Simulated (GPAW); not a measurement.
A computed S K-edge spectrum of one site in a crystal of S and W, with its zero at a photon energy of about 2457.9 eV (raw 2474.7 eV, less 16.8 eV of added terms; LDA puts this hole about 9 eV below PBE, itself good to a few eV). Method: GPAW, LDA, full core hole (charged cell) in a small cell, dipole transitions, broadening that rises with energy, without spin-orbit coupling.

Energy from the lowest empty level; intensity scaled to a mean of 1 over the first 20 eV:

```csv
E (eV),intensity
-2.0,0.00
-1.4,0.00
-0.8,0.02
-0.2,0.58
0.4,2.97
1.0,2.85
1.6,1.35
2.2,1.20
2.8,1.23
3.4,0.64
4.0,0.23
4.6,0.38
5.2,0.63
5.8,0.73
6.4,0.70
7.0,0.79
7.6,0.90
8.2,1.00
8.8,1.10
9.4,1.15
10.0,1.19
10.6,1.18
11.2,1.14
11.8,1.09
12.4,1.01
13.0,0.90
13.6,0.81
14.2,0.75
14.8,0.68
15.4,0.62
16.0,0.61
16.6,0.66
17.2,0.77
17.8,0.89
18.4,0.96
19.0,0.99
19.6,0.98
20.2,0.97
20.8,0.95
21.4,0.94
22.0,0.93
22.6,0.91
23.2,0.88
23.8,0.84
24.4,0.79
25.0,0.75
25.6,0.72
26.2,0.72
26.8,0.73
27.4,0.74
28.0,0.76
28.6,0.78
29.2,0.79
29.8,0.79
30.4,0.78
31.0,0.76
31.6,0.75
```

**Question.** Which coordination does this site have?

A K edge sees empty p states; the first features are S p mixed into the empty d states of the W neighbours, and the broad ones above probably into the cations' higher empty bands. It is atom 2 of WS2 (Tungstenite, R3m), with 3 W at 2.42 Å (pyramidal, site symmetry 3m). Its main maxima below 24 eV lie at 0.7 eV (3.53), 2.6 eV (1.26), 10.2 eV (1.19) and 19.1 eV (0.99). A near-edge spectrum doesn't fix the structure by itself; it is matched against candidates. The crystal has 2 inequivalent S sites and not all are shown here, while a measurement adds them all. The holes are only 5.5 Å apart, so the shape is probably not converged with cell size; no larger cell was run here. The mesh is coarse (0.27 Å⁻¹ between points), so small maxima may be mesh ripples. The structure is a published determination, not relaxed.

[Banner, clock and machine lines of the logs are left out without a mark of their own.]

[Logs are printed without paths, hosts, clocks, repeated set-up lines and the standing remarks that a program may print on its own settings, such as how far it seeks lower states.]

[Hosts, paths, dates, database ids (printed as entryN), source tags and the programs' standing remarks are cut or masked in the printed files.]

[Lists of maxima count a maximum above −3 eV only where it reaches 4 % of the highest in the window and stands out from its surroundings by 2 % of it (1.5 % where it reaches 55 %); shoulders and weaker maxima are passed over, and of the rest the first, up to two pre-edge ones and the few strongest are named.]
